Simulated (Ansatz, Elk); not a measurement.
## How far do independent atoms describe Zn3Br?

The structure of Zn3Br used here is made up (a known structure type with other elements) and was relaxed beforehand with r2SCAN. The aim is the Fourier transform of its all-electron density, F(hkl), set beside the sum over free spherical atoms that refinements use.

Method: DFT, PBE, all-electron APW+lo, Dirac cores, scalar-relativistic bands, static density, no spin, in Elk 11.2.3 (patched build).

The structure was built from a prototype and need not be the compound's stable phase.

## 1. Starting point

Symmetry: Fm-3m, No. 225, cubic system. Conventional cell: a = 7.012 Å, b = 7.012 Å, c = 7.012 Å, α = 90.00°, β = 90.00°, γ = 90.00°. Nearest to Br lie 8 Zn at 3.04 Å. Nearest to Zn lie 8 Zn at 3.04 Å. Nearest to Zn lie 4 Br at 3.04 Å and 4 Zn at 3.04 Å. Farther neighbours and most contacts between anions are not listed.

## 2. Ground state and structure factors

An all-electron density is needed, since X-rays see the cores too. Task 0 finds the density and task 195 Fourier-transforms it; tshift is off so that phases refer to the origin typed.

File elk.in:

```
tasks
  0
  195

xctype
  20

spinpol
  .false.

rgkmax
  7.0

gmaxvr
  14.0

lmaxo
  7

lmaxapw
  8

swidth
  0.002

tshift
  .false.

ramdisk
  .false.

hmaxvr
  5.5

maxscl
  120

epspot
  1e-06

sppath
  './'

avec
  0.00000000000 6.62561515385 6.62561515385
  6.62561515385 0.00000000000 6.62561515385
  6.62561515385 6.62561515385 0.00000000000

atoms
  2
  'Br.in'
  1
  0.0000000000 -0.0000000000 -0.0000000000   0.000000 0.000000 0.000000
  'Zn.in'
  3
  0.5000000000 0.5000000000 0.5000000000   0.000000 0.000000 0.000000
  0.7500000000 0.7500000000 0.7500000000   0.000000 0.000000 0.000000
  0.2500000000 0.2500000000 0.2500000000   0.000000 0.000000 0.000000

ngridk
  6 6 6
```

On the command line:

```bash
$ OMP_NUM_THREADS=4 elk
```

Numbers of over 12 decimals in the logs are rounded to 6 here.

The program printed:

```text
┌─────────────────────────┐
│ Elk code version 11.2.3 │
└─────────────────────────┘

All units are atomic (Hartree, Bohr, etc.)

┌─────────────────────────────────────────────────┐
│ Ground-state run starting from atomic densities │
└─────────────────────────────────────────────────┘

Lattice vectors :
   0.000000000       6.625615154       6.625615154
   6.625615154       0.000000000       6.625615154
   6.625615154       6.625615154       0.000000000

Reciprocal lattice vectors :
 -0.4741586374      0.4741586374      0.4741586374
  0.4741586374     -0.4741586374      0.4741586374
  0.4741586374      0.4741586374     -0.4741586374

Unit cell volume      :    581.7127932
Brillouin zone volume :   0.4264135435

Muffin-tin inner radius fraction :   0.1000000000E-01

Nuclei treated as point charges

Species : 1 (Br)
 parameters loaded from : Br.in
 name : bromine
 nuclear charge    :   -35.00000000
 electronic charge :    35.00000000
 atomic mass :    145656.0816
 muffin-tin radius :    2.400000000
 number of radial points in muffin-tin :    993
 inner part over the whole radius :   0.9934012010E-02
 number on inner part of muffin-tin    :    703
 approximate nuclear radius :   0.7858070945E-04
 number of mesh points to nuclear radius :    344
 atomic positions (lattice), magnetic fields (Cartesian) :
  1 :   0.00000000  0.00000000  0.00000000    0.00000000  0.00000000  0.00000000

Species : 2 (Zn)
 parameters loaded from : Zn.in
 name : zinc
 nuclear charge    :   -30.00000000
 electronic charge :    30.00000000
 atomic mass :    119233.3130
 muffin-tin radius :    2.400000000
 number of radial points in muffin-tin :    993
 inner part over the whole radius :   0.9843840322E-02
 number on inner part of muffin-tin    :    701
 approximate nuclear radius :   0.7484757725E-04
 number of mesh points to nuclear radius :    337
 atomic positions (lattice), magnetic fields (Cartesian) :
  1 :   0.50000000  0.50000000  0.50000000    0.00000000  0.00000000  0.00000000
  2 :  -0.25000000 -0.25000000 -0.25000000    0.00000000  0.00000000  0.00000000
  3 :   0.25000000  0.25000000  0.25000000    0.00000000  0.00000000  0.00000000

Total number of atoms per unit cell :    4
Total muffin-tin volume :    231.6233432
 ratio of muffin-tin to unit cell volume :   0.3981747451

Spin treatment :
 spin-unpolarised

Number of Bravais lattice symmetries :   48
Number of crystal symmetries         :   48
Crystal has inversion symmetry
Real symmetric eigensolver will be used

k-point grid :      6     6     6
k-point offset :    0.000000000       0.000000000       0.000000000
k-point set is reduced with full crystal symmetry group
Total number of k-points :       16

Muffin-tin radius times maximum |G+k| :    7.000000000
 using average radius
Maximum |G+k| for APW functions       :    2.916666667
Maximum (1/2)|G+k|²                   :    4.253472222
Maximum |G| for potential and density :    14.00000000
Constant for pseudocharge density :    8
 order of it for each species :   15  15
 order of it for pair densities of each species (exact exchange by exxq0 0: 16) :   10  10
Radial integration step length :    1

G-vector grid sizes :     42    42    42
Number of G-vectors :    26813

Maximum angular momentum used for
 APW functions            :    8
 outer part of muffin-tin :    7
 inner part of muffin-tin :    2

Total nuclear charge    :   -125.0000000
Total core charge       :    54.00000000
Total valence charge    :    71.00000000
Total excess charge     :    0.000000000
Total electronic charge :    125.0000000

Effective Wigner radius, rₛ :    1.035706410

Number of empty states         :     16
Total number of valence states :     52
Total number of core states    :     54

Third-order local-orbitals added for an l without core states : T
Total number of local-orbitals :     86

Exchange-correlation functional :     20     0     0
 Perdew-Burke-Ernzerhof, Phys. Rev. Lett. 77, 3865 (1996)
 gradient requirement :    1
[...]
Madelung                    :     -9662.2876698217
 xc potential                :     -405.24275544033
 exchange                    :     -300.96799363789
 correlation                 :     -6.040248
 electron entropic           :    -0.15404418906724E-02
 total energy                :     -7995.6537003914

Density of states at Fermi energy :    126.7893536
 (states/Hartree/unit cell)

Estimated indirect band gap :   0.5653632583E-03
 from k-point 10 to k-point 11
Estimated direct band gap   :   0.2738853249E-01
 at k-point 6

Charges :
 core                        :    54.00000000
 valence                     :    71.00000000
 interstitial                :    5.538205858
 muffin-tins (core leakage)
  species : 1 (Br)
   atom 1                    :    33.53097912     (  0.2266315720E-04)
  species : 2 (Zn)
   atom 1                    :    28.65458904     (  0.8156900363E-04)
[...]
total in muffin-tins        :    119.4617941
 total calculated charge     :    124.9996237
 total charge                :    125.0000000
 error                       :   0.3762506403E-03

RMS change in Kohn-Sham potential (target) :   0.1636514188     (  0.1000000000E-05)
Absolute change in total energy (target)   :   0.1289808734     (  0.1000000000E-03)

[... loops 3 to 14 left out ...]

┌──────────────────┐
│ Loop number : 15 │
└──────────────────┘

Energies :
 Fermi                       :     0.135996
 sum of occupied eigenvalues :     -4606.0421063510
 electron kinetic            :      8159.7142919935
 core electron kinetic       :      7282.7561480492
 Coulomb                     :     -15847.474333703
 Coulomb potential           :     -12366.279699722
 nuclear-nuclear             :     -1075.3960876276
 electron-nuclear            :     -17202.158030587
 Hartree                     :      2430.0797845121
 Madelung                    :     -9664.3344838421
 xc potential                :     -399.47669862272
 exchange                    :     -301.12855277897
 correlation                 :     -6.040148
 electron entropic           :    -0.12954627574070E-02
 total energy                :     -7994.9300379515

Density of states at Fermi energy :    100.9964676
 (states/Hartree/unit cell)

Estimated indirect band gap :   0.2169351526E-02
 from k-point 12 to k-point 10
Estimated direct band gap   :   0.3362957342E-01
 at k-point 16

Charges :
 core                        :    54.00000000
 valence                     :    71.00000000
 interstitial                :    5.435955382
 muffin-tins (core leakage)
  species : 1 (Br)
[...]
species : 2 (Zn)
[...]
total in muffin-tins        :    119.5640446
 total calculated charge     :    124.9996330
 total charge                :    125.0000000
 error                       :   0.3670316164E-03

RMS change in Kohn-Sham potential (target) :   0.1061625732E-06 (  0.1000000000E-05)
Absolute change in total energy (target)   :   0.3650147846E-05 (  0.1000000000E-03)

Convergence targets achieved

┌──────────────────┐
│ Loop number : 16 │
└──────────────────┘

Energies :
 Fermi                       :     0.135996
 sum of occupied eigenvalues :     -4606.0421091883
 electron kinetic            :      8159.7142898196
 core electron kinetic       :      7282.7561466616
 Coulomb                     :     -15847.474335953
 Coulomb potential           :     -12366.279698234
 nuclear-nuclear             :     -1075.3960876276
 electron-nuclear            :     -17202.158036414
 Hartree                     :      2430.0797880887
 Madelung                    :     -9664.3344868357
 xc potential                :     -399.47670077404
 exchange                    :     -301.12855298188
 correlation                 :     -6.040148
 electron entropic           :    -0.12954624512390E-02
 total energy                :     -7994.9300425689

Density of states at Fermi energy :    100.9964374
 (states/Hartree/unit cell)

Estimated indirect band gap :   0.2169351838E-02
 from k-point 12 to k-point 10
Estimated direct band gap   :   0.3362957664E-01
 at k-point 16

Charges :
 core                        :    54.00000000
 valence                     :    71.00000000
 interstitial                :    5.435954950
 muffin-tins (core leakage)
  species : 1 (Br)
[...]
species : 2 (Zn)
   atom 1                    :    28.73814605     (  0.7981147491E-04)
   atom 2                    :    28.70761219     (  0.7979066904E-04)
   atom 3                    :    28.70761219     (  0.7979066904E-04)
 total in muffin-tins        :    119.5640451
 total calculated charge     :    124.9996330
 total charge                :    125.0000000
 error                       :   0.3670315725E-03

┌──────────────────────────────┐
│ Self-consistent loop stopped │
└──────────────────────────────┘

Wrote STATE.OUT
```

Run time: 17 s. Hardware: 4 threads of AMD EPYC 7B13 (Zen 3), shared host; peak memory 0.19 GiB.

SFACRHO.OUT:

```text

h k l indices transformed by vhmat matrix:
   1.000000000       0.000000000       0.000000000    
   0.000000000       1.000000000       0.000000000    
   0.000000000       0.000000000       1.000000000    

      h      k      l  multipl.   |H|            Re(F)            Im(F)           |F|

      0      0      0      1   0.0000000       125.00000      0.56617859E-16   125.00000    
      1      1      1      8  0.82126685       4.3678755      0.80728867E-14   4.3678755    
      0     -1     -1      6  0.94831727       4.1982654      0.64500032E-14   4.1982654    
      1      2      1     12   1.3411232       99.941627      0.30409782E-13   99.941627    
      0     -1     -2     24   1.5726063       3.3841919      0.32291547E-13   3.3841919    
     -2      0      0      8   1.6425337       3.3182309      0.54318544E-14   3.3182309    
      2      2      0      6   1.8966345       87.575726     -0.10266824E-13   87.575726    
     -3     -1     -1     24   2.0668096       3.2431856      0.24218660E-13   3.2431856    
     -1      1      2     24   2.1205019       3.2373277     -0.49801289E-14   3.2373277    
      2      3      3     24   2.3228934       79.152426     -0.18844455E-13   79.152426    
      3      1      3     24   2.4638006       3.3804594      0.16145773E-13   3.3804594    
      0      0      3      8   2.4638006       3.4029503     -0.28255103E-13   3.4029503    
      0     -2      2     12   2.6822463       72.536723     -0.15049791E-13   72.536723    
     -4     -1     -2     48   2.8051603       3.5546052     -0.14127552E-13   3.5546052    
     -1      3      0     24   2.8449518       3.5634132      0.10641488E-13   3.5634132    
      3      3      0      6   2.8449518       3.5516746      0.46559611E-13   3.5516746    
     -4     -1     -3     24   2.9988425       67.088103     -0.40783743E-13   67.088103    
      4      1      0     24   3.1092661       3.6656058     -0.18163995E-13   3.6656058
```

Elk indexes on the primitive cell of elk.in and gives |H| = 4π sin θ/λ in inverse bohr. Below, one row stands for each form hkl of the conventional cell (m members, Friedel mates merged), F is for one primitive cell and the density is static (no thermal factor). Free-atom factors are Waasmaier and Kirfel's, and R is Σm||F|−|F'||/Σm|F|.

| hkl | m | sin θ/λ (Å⁻¹) | abs F, DFT | neutral atoms | diff. |
| --- | --- | --- | --- | --- | --- |
| 111 | 8 | 0.123 | 4.368 | 4.278 | +0.090 |
| 200 | 6 | 0.143 | 4.198 | 4.062 | +0.136 |
| 220 | 12 | 0.202 | 99.942 | 100.322 | -0.380 |
| 311 | 24 | 0.236 | 3.384 | 3.224 | +0.160 |
| 222 | 8 | 0.247 | 3.318 | 3.182 | +0.136 |
| 400 | 6 | 0.285 | 87.576 | 88.103 | -0.527 |
| 331 | 24 | 0.311 | 3.243 | 3.153 | +0.090 |
| 420 | 24 | 0.319 | 3.237 | 3.171 | +0.066 |
| 422 | 24 | 0.349 | 79.152 | 79.458 | -0.305 |
| 511 | 24 | 0.370 | 3.381 | 3.342 | +0.038 |
| 333 | 8 | 0.370 | 3.403 | 3.342 | +0.061 |
| 440 | 12 | 0.403 | 72.537 | 72.706 | -0.169 |
| 531 | 48 | 0.422 | 3.555 | 3.539 | +0.016 |
| 442 | 24 | 0.428 | 3.563 | 3.560 | +0.004 |

## 3. The highest occupied states alone

An energy window below the Fermi level keeps the highest occupied states, to see at which angles they scatter; shallow core shells can lie inside it and anion s states outside. No new self-consistency is needed.

elk.in, as its differences from that of step 2:

```diff
@@ -1,3 +1,2 @@
 tasks
-  0
   195
@@ -40,2 +39,5 @@
 
+wsfac
+  -0.231500 0.436000
+
 sppath
```

On the command line:

```bash
$ OMP_NUM_THREADS=4 elk
```

The program printed:

```text
┌─────────────────────────────────┐
│ Elk code version 11.2.3 started │
└─────────────────────────────────┘

Info(readinput): the functional depends on the density's gradient
 muffin-tin radial points multiplied by    2.00000
 (not where nrmtscf is given)

┌────────────────────┐
│ Current task : 195 │
└────────────────────┘

Info(sfacrho): density structure factors written to SFACRHO.OUT

 Energy window :  -0.2315000000      0.4360000000

┌──────────────────┐
│ Elk code stopped │
└──────────────────┘
```

The job ended after 5.7 s (4 threads; peak memory 0.19 GiB; 7.4 s of CPU time).

States within 10 eV below the Fermi level hold 41.00 electrons; any levels below the window count with the cores. Their amplitudes can exceed the total, where window and core parts have opposite phase:

| hkl | sin θ/λ (Å⁻¹) | abs F, window | abs F, all |
| --- | --- | --- | --- |
| 111 | 0.123 | 6.704 | 4.368 |
| 200 | 0.143 | 6.616 | 4.198 |
| 220 | 0.202 | 23.577 | 99.942 |
| 311 | 0.236 | 6.109 | 3.384 |
| 222 | 0.247 | 6.033 | 3.318 |
| 400 | 0.285 | 17.142 | 87.576 |
| 331 | 0.311 | 5.268 | 3.243 |
| 420 | 0.319 | 5.171 | 3.237 |
| 422 | 0.349 | 13.597 | 79.152 |
| 511 | 0.370 | 4.401 | 3.381 |

[end of part 1 of 2]

[Logs are printed without paths, hosts, clocks, repeated set-up lines and the standing remarks that a program may print on its own settings, such as how far it seeks lower states.]

[Hosts, paths, dates, database ids (printed as entryN), source tags and the programs' standing remarks are cut or masked in the printed files.]
